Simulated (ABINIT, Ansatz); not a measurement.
## A GW chain in ABINIT: KCaCl3 (Pm-3m)

Wanted: ground state, empty states, screening and self-energy for KCaCl3 (Pm-3m).

Method: PBEsol and many-body steps on it, plane waves, in ABINIT 10.8.3.

### Step 1. Set-up

It takes space group Pm-3m (No. 221, cubic). Conventional cell: a = 5.394 Å, b = 5.394 Å, c = 5.394 Å, α = 90.00°, β = 90.00°, γ = 90.00°. Nearest to K lie 12 Cl at 3.81 Å. Nearest to Ca lie 6 Cl at 2.70 Å. Nearest to Cl lie 2 Ca at 2.70 Å and 4 K at 3.81 Å. Farther neighbours and most contacts between anions are not listed.

The cell and positions are those that the Materials Project relaxed with its own functionals (PBE, PBE+U or r2SCAN), kept fixed.

### Step 2. Ground state

This step: ABINIT 10.8.3; DFT, PBEsol, plane waves, norm-conserving pseudopotentials.

The ground-state density comes first.

run.abi

```
acell 3*1.0 Angstrom
rprim 
  5.393523000000 0.000000000000 0.000000000000
  0.000000000000 5.393523000000 0.000000000000
  0.000000000000 0.000000000000 5.393523000000
ntypat 3
znucl 19 20 17
natom 5
typat 1 2 3 3 3
xred 
  0.000000000000 0.000000000000 0.000000000000
  0.500000000000 0.500000000000 0.500000000000
  0.000000000000 0.500000000000 0.500000000000
  0.500000000000 0.000000000000 0.500000000000
  0.500000000000 0.500000000000 0.000000000000
pp_dirpath "pseudos"
pseudos "K.upf, Ca.upf, Cl.upf"
ecut 33
ngkpt 4 4 4
nshiftk 1
shiftk 0 0 0
kptopt 1
chksymbreak 0
nband 26
occopt 1
tolvrs 1e-10
nstep 60
prtwf 0
optforces 0
optstress 0
indata_prefix "in"
outdata_prefix "out"
tmpdata_prefix "tmp"
```

Run with:

```
$ OMP_NUM_THREADS=1 mpirun -n 4 abinit run.abi > log
```

Numbers of over 12 decimals in the logs are rounded to 6 here.

The program printed:

```text
.Version 10.8.3 of ABINIT. v10.8.2 released Aug 2026.

 Symmetries : space group Pm -3 m (#221); Bravais cP (primitive cubic)
================================================================================
 Values of the parameters that define the memory need of the present run
     intxc =       0    ionmov =       0      iscf =       7    lmnmax =       6
     lnmax =       6     mgfft =      54  mpssoang =       3    mqgrid =    3001
     natom =       5  nloc_mem =       1    nspden =       1   nspinor =       1
    nsppol =       1      nsym =      48    n1xccc =    2501    ntypat =       3
    occopt =       1   xclevel =       2
-    mband =          26        mffmem =           1         mkmem =           3
       mpw =        9612          nfft =      157464          nkpt =          10
================================================================================
  Rough estimation (10% accuracy) of disk space for files :
================================================================================

--------------------------------------------------------------------------------
------------- Echo of variables that govern the present computation ------------
--------------------------------------------------------------------------------
 -outvars: echo values of preprocessed input variables --------
            acell      1.8897261259E+00  1.8897261259E+00  1.8897261259E+00 Bohr

      chksymbreak           0
             ecut      3.30000000E+01 Hartree
-          fftalg         312

              ixc     -116133
              kpt      0.00000000E+00  0.00000000E+00  0.00000000E+00
                       2.50000000E-01  0.00000000E+00  0.00000000E+00
                       5.00000000E-01  0.00000000E+00  0.00000000E+00
                       2.50000000E-01  2.50000000E-01  0.00000000E+00
                       5.00000000E-01  2.50000000E-01  0.00000000E+00
                       5.00000000E-01  5.00000000E-01  0.00000000E+00
                       2.50000000E-01  2.50000000E-01  2.50000000E-01
                       5.00000000E-01  2.50000000E-01  2.50000000E-01
                       5.00000000E-01  5.00000000E-01  2.50000000E-01
                       5.00000000E-01  5.00000000E-01  5.00000000E-01
         kptrlatt        4    0    0      0    4    0      0    0    4
          kptrlen      4.07691253E+01
P           mkmem           3
            natom           5
            nband          26
            ngfft          54      54      54
             nkpt          10
            nstep          60
             nsym          48
           ntypat           3
              occ      2.000000  2.000000  2.000000  2.000000  2.000000  2.000000
                       2.000000  2.000000  2.000000  2.000000  2.000000  2.000000
                       2.000000  2.000000  2.000000  2.000000  2.000000  2.000000
                       2.000000  2.000000  0.000000  0.000000  0.000000  0.000000
                       0.000000  0.000000
        optforces           0
        optstress           0
            prtwf           0
            rprim      5.3935230000E+00  0.0000000000E+00  0.0000000000E+00
                       0.0000000000E+00  5.3935230000E+00  0.0000000000E+00
[...]
spgroup         221

           tolvrs      1.00000000E-10

             xred      0.0000000000E+00  0.0000000000E+00  0.0000000000E+00
[...]
znucl       19.00000   20.00000   17.00000

================================================================================

 chkinp: Checking input parameters for consistency.

================================================================================
== DATASET  1 ==================================================================
-   mpi_nproc: 4, omp_nthreads: 1 (-1 if OMP is not activated)

--- !DatasetInfo
iteration_state: {dtset: 1, }
dimensions: {natom: 5, nkpt: 10, mband: 26, nsppol: 1, nspinor: 1, nspden: 1, mpw: 9612, }
cutoff_energies: {ecut:  33.0, pawecutdg:  -1.0, }
electrons: {nelect:   4.00000000E+01, charge:   0.00000000E+00, occopt:   1.00000000E+00, tsmear:   1.00000000E-02, }

 Real(R)+Recip(G) space primitive vectors, cartesian coordinates (Bohr,Bohr^-1):
 R(1)= 10.1922813  0.0000000  0.0000000  G(1)=  0.0981135  0.0000000  0.0000000
 R(2)=  0.0000000 10.1922813  0.0000000  G(2)=  0.0000000  0.0981135  0.0000000
 R(3)=  0.0000000  0.0000000 10.1922813  G(3)=  0.0000000  0.0000000  0.0981135
 Unit cell volume ucvol=  1.0588007E+03 bohr^3
 Angles (23,13,12)=  9.00000000E+01  9.00000000E+01  9.00000000E+01 degrees

 getcut: wavevector=  0.0000  0.0000  0.0000  ngfft=  54  54  54
         ecut(hartree)=     33.000   => boxcut(ratio)=   2.04880

--- Pseudopotential description ------------------------------------------------
- K Generated using ONCVPSP code by D. R. Hamann
- 19.00000   9.00000  180301                  znucl, zion, pspdat
12 -116133 2 -1 2250                          pspcod,pspxc,lmax,lloc,mmax
     nproj     2     2     2
  pspatm : epsatm=    8.32504554
         --- l  ekb(1:nproj) -->
[...]
pspatm: atomic psp has been read  and splines computed

- Ca Generated using ONCVPSP code by D. R. Hamann
- 20.00000  10.00000  180301                  znucl, zion, pspdat
12 -116133 2 -1 1746                          pspcod,pspxc,lmax,lloc,mmax
     nproj     2     2     2
  pspatm : epsatm=   12.46101000
         --- l  ekb(1:nproj) -->
[...]
pspatm: atomic psp has been read  and splines computed

- Cl Generated using ONCVPSP code by D. R. Hamann
- 17.00000   7.00000  180301                  znucl, zion, pspdat
12 -116133 2 -1 1028                          pspcod,pspxc,lmax,lloc,mmax
     nproj     2     2     2
  pspatm : epsatm=    8.95520293
         --- l  ekb(1:nproj) -->
[...]
pspatm: atomic psp has been read  and splines computed

   1.90606657E+03                                ecore*ucvol(ha*bohr**3)
--------------------------------------------------------------------------------

_setup2: Arith. and geom. avg. npw (full set) are    9588.203    9588.184

================================================================================

--- !BeginCycle
iteration_state: {dtset: 1, }
solver: {iscf: 7, nstep: 60, nline: 4, wfoptalg: 0, }
tolerances: {tolvrs: 1.00E-10, }

     iter   Etot(hartree)      deltaE(h)  residm     vres2
 ETOT  1  -118.05419337941    -1.181E+02 4.837E-02 2.267E+02
 ETOT  2  -118.11323207460    -5.904E-02 1.996E-02 5.111E+01
 ETOT  3  -118.11812213072    -4.890E-03 5.363E-03 1.532E+01
 ETOT  4  -118.11855682368    -4.347E-04 2.629E-03 2.458E+00
 ETOT  5  -118.11862242486    -6.560E-05 1.057E-03 1.581E-01
 ETOT  6  -118.11862701570    -4.591E-06 3.692E-04 9.177E-03
 ETOT  7  -118.11862743328    -4.176E-07 4.933E-04 3.692E-04
 ETOT  8  -118.11862744787    -1.459E-08 2.162E-04 4.068E-05
 ETOT  9  -118.11862744976    -1.887E-09 3.461E-04 2.353E-07
 ETOT 10  -118.11862744978    -2.792E-11 1.526E-04 7.216E-09
 ETOT 11  -118.11862744979    -9.436E-12 2.869E-04 3.863E-10
 ETOT 12  -118.11862744979     3.837E-12 3.907E-04 2.847E-11

 At SCF step   12       vres2   =  2.85E-11 < tolvrs=  1.00E-10 =>converged.

--- !ResultsGS
iteration_state: {dtset: 1, }
comment   : Summary of ground state results
lattice_vectors:
- [ 10.1922813,   0.0000000,   0.0000000, ]
- [  0.0000000,  10.1922813,   0.0000000, ]
- [  0.0000000,   0.0000000,  10.1922813, ]
lattice_lengths: [  10.19228,   10.19228,   10.19228, ]
lattice_angles: [ 90.000,  90.000,  90.000, ] # degrees, (23, 13, 12)
lattice_volume:   1.0588007E+03
convergence: {deltae:  3.837E-12, res2:  2.847E-11, residm:  3.907E-04, diffor:  0.000E+00, }
etotal    :  -1.18118627E+02
entropy   :   0.00000000E+00
fermie    :  -4.14678118E-03
cartesian_stress_tensor: null
pressure_GPa: null
xred      :
- [  0.0000E+00,   0.0000E+00,   0.0000E+00,  K]
- [  5.0000E-01,   5.0000E-01,   5.0000E-01, Ca]
- [  0.0000E+00,   5.0000E-01,   5.0000E-01, Cl]
- [  5.0000E-01,   0.0000E+00,   5.0000E-01, Cl]
- [  5.0000E-01,   5.0000E-01,   0.0000E+00, Cl]
cartesian_forces: null
force_length_stats: {min: null, max: null, mean: null, }

 Integrated electronic density in atomic spheres:
 ------------------------------------------------
 Atom  Sphere_radius  Integrated_density
[...]
================================================================================

 ----iterations are completed or convergence reached----

 Mean square residual over all n,k,spin=   42.794E-07; max=  39.066E-05
 reduced coordinates (array xred) for    5 atoms
       0.000000000000      0.000000000000      0.000000000000
       0.500000000000      0.500000000000      0.500000000000
       0.000000000000      0.500000000000      0.500000000000
       0.500000000000      0.000000000000      0.500000000000
       0.500000000000      0.500000000000      0.000000000000
 rms dE/dt=  0.0000E+00; max dE/dt=  0.0000E+00; dE/dt below (all hartree)
    1       0.000000000000      0.000000000000      0.000000000000
    2       0.000000000000      0.000000000000      0.000000000000
    3       0.000000000000      0.000000000000      0.000000000000
    4       0.000000000000      0.000000000000      0.000000000000
    5       0.000000000000      0.000000000000      0.000000000000

 cartesian coordinates (angstrom) at end:
    1      0.000000     0.000000     0.000000
    2      2.696762     2.696762     2.696762
    3      0.000000     2.696762     2.696762
    4      2.696762     0.000000     2.696762
    5      2.696762     2.696762     0.000000
 length scales=  1.889726125908  1.889726125908  1.889726125908 bohr
              =  1.000000000000  1.000000000000  1.000000000000 angstroms
 prteigrs : about to open file out_EIG
 Fermi (or HOMO) energy (hartree) =  -0.00415   Average Vxc (hartree)=  -0.28698
 Eigenvalues (hartree) for nkpt=  10  k points:
 kpt#   1, nband= 26, wtk=  0.01563, kpt=  0.0000  0.0000  0.0000 (reduced coord)
  -1.39911   -1.04078   -0.70583   -0.70583   -0.70583   -0.47620   -0.46303   -0.46303
  -0.43498   -0.43498   -0.43498   -0.06434   -0.06434   -0.06434   -0.02313   -0.02313
  -0.02313   -0.01477   -0.01477   -0.01477    0.16661    0.19958    0.19958    0.19958
   0.25000    0.25518
 prteigrs : prtvol=0 or 1, do not print more k-points.

--- !EnergyTerms
iteration_state     : {dtset: 1, }
comment             : Components of total free energy in Hartree
kinetic             :  4.02080669315013E+01
hartree             :  2.84055417453112E+01
xc                  : -2.69841401597466E+01
Ewald energy        : -7.39151538935242E+01
psp_core            :  1.80021285270599E+00
local_psp           : -1.01825468303419E+02
non_local_psp       :  1.41923133773804E+01
total_energy        : -1.18118627449791E+02
total_energy_eV     : -3.21417159438139E+03
band_energy         : -1.52742376143953E+01

== END DATASET(S) ==============================================================
================================================================================

 -outvars: echo values of variables after computation  --------
           etotal     -1.1811862745E+02
            nband          26
             nkpt          10
          spgroup         221
 [... the other variables as echoed above ...]

 Calculation completed.
```

Run time: 57 s. Hardware: 4 MPI ranks of Arm Neoverse N1, shared host; peak memory 0.41 GiB.

This step gave:

- total energy: -3214.1716 eV
- gap: 4.647 eV
- k of the valence top: 0.5, 0.5, 0.5
- k of the conduction bottom: 0, 0, 0
- least direct gap: 4.936 eV

The gap is indirect, with the least direct gap 0.29 eV higher.

### Step 3. Empty states on the mesh, 2×2×2 mesh, 300 bands

The sums over transitions need many empty states on a uniform mesh; this step solves for them.

run.abi: that of step 2 with these lines changed.

```diff
@@ -18,3 +18,3 @@
 ecut 33
-ngkpt 4 4 4
+ngkpt 2 2 2
 nshiftk 1
@@ -23,9 +23,10 @@
 chksymbreak 0
-nband 26
-occopt 1
-tolvrs 1e-10
+iscf -2
+irdden 1
+istwfk *1
+nband 300
+nbdbuf 26
+tolwfr 1e-09
 nstep 60
-prtwf 0
-optforces 0
-optstress 0
+prtvol 0
 indata_prefix "in"
```

The program printed:

```text
.Version 10.8.3 of ABINIT. v10.8.2 released Aug 2026.

 Symmetries : space group Pm -3 m (#221); Bravais cP (primitive cubic)
[... echo of the input left out ...]
== DATASET  1 ==================================================================
-   mpi_nproc: 4, omp_nthreads: 1 (-1 if OMP is not activated)

--- !DatasetInfo
iteration_state: {dtset: 1, }
dimensions: {natom: 5, nkpt: 4, mband: 300, nsppol: 1, nspinor: 1, nspden: 1, mpw: 9627, }
cutoff_energies: {ecut:  33.0, pawecutdg:  -1.0, }
electrons: {nelect:   4.00000000E+01, charge:   0.00000000E+00, occopt:   1.00000000E+00, tsmear:   1.00000000E-02, }

 Real(R)+Recip(G) space primitive vectors, cartesian coordinates (Bohr,Bohr^-1):
 R(1)= 10.1922813  0.0000000  0.0000000  G(1)=  0.0981135  0.0000000  0.0000000
 R(2)=  0.0000000 10.1922813  0.0000000  G(2)=  0.0000000  0.0981135  0.0000000
 R(3)=  0.0000000  0.0000000 10.1922813  G(3)=  0.0000000  0.0000000  0.0981135
 Unit cell volume ucvol=  1.0588007E+03 bohr^3
 Angles (23,13,12)=  9.00000000E+01  9.00000000E+01  9.00000000E+01 degrees

 getcut: wavevector=  0.0000  0.0000  0.0000  ngfft=  54  54  54
         ecut(hartree)=     33.000   => boxcut(ratio)=   2.04880

--- Pseudopotential description ------------------------------------------------
- K Generated using ONCVPSP code by D. R. Hamann
- 19.00000   9.00000  180301                  znucl, zion, pspdat
12 -116133 2 -1 2250                          pspcod,pspxc,lmax,lloc,mmax
     nproj     2     2     2
  pspatm : epsatm=    8.32504554
         --- l  ekb(1:nproj) -->
             0   10.921326    0.816676
             1    4.431000    0.560368
             2   -3.384038   -1.043186
 pspatm: atomic psp has been read  and splines computed

- Ca Generated using ONCVPSP code by D. R. Hamann
- 20.00000  10.00000  180301                  znucl, zion, pspdat
12 -116133 2 -1 1746                          pspcod,pspxc,lmax,lloc,mmax
     nproj     2     2     2
  pspatm : epsatm=   12.46101000
         --- l  ekb(1:nproj) -->
[...]
pspatm: atomic psp has been read  and splines computed

- Cl Generated using ONCVPSP code by D. R. Hamann
- 17.00000   7.00000  180301                  znucl, zion, pspdat
12 -116133 2 -1 1028                          pspcod,pspxc,lmax,lloc,mmax
     nproj     2     2     2
  pspatm : epsatm=    8.95520293
         --- l  ekb(1:nproj) -->
[...]
pspatm: atomic psp has been read  and splines computed

--------------------------------------------------------------------------------

================================================================================
 prteigrs : about to open file out_EIG
 Non-SCF case, kpt    1 (  0.00000  0.00000  0.00000), residuals and eigenvalues=
  3.10E-10  3.27E-10  2.73E-10  3.63E-10  4.18E-10  1.36E-10  7.49E-11  2.07E-10
  1.42E-10  2.09E-10  2.45E-10  8.53E-11  8.80E-11  8.63E-10  9.10E-11  1.36E-10
  3.01E-10  9.97E-11  1.51E-10  8.24E-10  6.48E-10  9.20E-11  7.92E-11  1.05E-10
[...]
1.96E-04  4.14E-04  3.08E-04  5.91E-04
 -1.3991E+00 -1.0408E+00 -7.0583E-01 -7.0583E-01 -7.0583E-01 -4.7620E-01
 -4.6303E-01 -4.6303E-01 -4.3498E-01 -4.3498E-01 -4.3498E-01 -6.4337E-02
 -6.4337E-02 -6.4337E-02 -2.3125E-02 -2.3125E-02 -2.3125E-02 -1.4766E-02
[...]
2.9351E+00  2.9351E+00  2.9429E+00  2.9429E+00  2.9429E+00  3.0105E+00
  3.0118E+00  3.0137E+00  3.0204E+00  3.0227E+00  3.0273E+00  3.0303E+00
 prteigrs : prtvol=0 or 1, do not print more k-points.

--- !ResultsGS
iteration_state: {dtset: 1, }
comment   : Summary of ground state results
lattice_vectors:
- [ 10.1922813,   0.0000000,   0.0000000, ]
- [  0.0000000,  10.1922813,   0.0000000, ]
- [  0.0000000,   0.0000000,  10.1922813, ]
lattice_lengths: [  10.19228,   10.19228,   10.19228, ]
lattice_angles: [ 90.000,  90.000,  90.000, ] # degrees, (23, 13, 12)
lattice_volume:   1.0588007E+03
convergence: {deltae:  0.000E+00, res2:  0.000E+00, residm:  9.957E-10, diffor:  0.000E+00, }
etotal    :  -1.18118627E+02
entropy   :   0.00000000E+00
fermie    :  -4.14678118E-03
cartesian_stress_tensor: null
pressure_GPa: null
xred      :
- [  0.0000E+00,   0.0000E+00,   0.0000E+00,  K]
- [  5.0000E-01,   5.0000E-01,   5.0000E-01, Ca]
- [  0.0000E+00,   5.0000E-01,   5.0000E-01, Cl]
- [  5.0000E-01,   0.0000E+00,   5.0000E-01, Cl]
- [  5.0000E-01,   5.0000E-01,   0.0000E+00, Cl]
cartesian_forces: null
force_length_stats: {min: null, max: null, mean: null, }

 Integrated electronic density in atomic spheres:
 ------------------------------------------------
 Atom  Sphere_radius  Integrated_density
[...]
================================================================================

 ----iterations are completed or convergence reached----

 Mean square residual over all n,k,spin=   34.525E-11; max=  99.566E-11
 reduced coordinates (array xred) for    5 atoms
[...]
0.500000000000      0.000000000000      0.500000000000
       0.500000000000      0.500000000000      0.000000000000

 cartesian coordinates (angstrom) at end:
    1      0.000000     0.000000     0.000000
    2      2.696762     2.696762     2.696762
    3      0.000000     2.696762     2.696762
    4      2.696762     0.000000     2.696762
    5      2.696762     2.696762     0.000000
 length scales=  1.889726125908  1.889726125908  1.889726125908 bohr
              =  1.000000000000  1.000000000000  1.000000000000 angstroms
 prteigrs : about to open file out_EIG
 Eigenvalues (hartree) for nkpt=   4  k points:
 kpt#   1, nband=300, wtk=  0.12500, kpt=  0.0000  0.0000  0.0000 (reduced coord)
[...]
2.87360    2.87762    2.87762    2.88919    2.89514    2.89514    2.89514    2.93506
   2.93506    2.93506    2.94290    2.94290    2.94290    3.01049    3.01178    3.01373
   3.02041    3.02271    3.02733    3.03034
 prteigrs : prtvol=0 or 1, do not print more k-points.

== END DATASET(S) ==============================================================
================================================================================

 -outvars: echo values of variables after computation  --------
            nband         300
             nkpt           4
          spgroup         221
 [... the other variables as echoed above ...]

 Calculation completed.
```

Elapsed: 4 min, on 4 MPI ranks; peak memory 0.55 GiB.

This step gave:

- gap: 4.647 eV
- k of the valence top: 0.5, 0.5, 0.5
- k of the conduction bottom: 0, 0, 0
- least direct gap: 4.936 eV
- k points computed: 4
- lowest point of the top converged band, above the valence top: 74.1369 eV

On this mesh the gap is 4.647 eV.

[end of part 1 of 2]

[Paths, hosts, dates, memory and timing lines, banners, echoed tables and standing remarks are left out of the program output.]

[Logs are printed without paths, hosts, clocks, repeated set-up lines and the standing remarks that a program may print on its own settings, such as how far it seeks lower states.]

[Runs of the session that timed out or met a known fault of the program may be left out.]

[Hosts, paths, dates, database ids (printed as entryN), source tags and the programs' standing remarks are cut or masked in the printed files.]

[G0W0 gaps are taken among the corrected bands and points alone; a level outside them can change the order at an edge.]

[Where Ansatz stands beside ABINIT at settings called matched, ABINIT's density can come from a denser mesh and the files from another edition; pairs whose starting gaps differed by over 0.03 eV were left out, so agreement reads better than it is.]
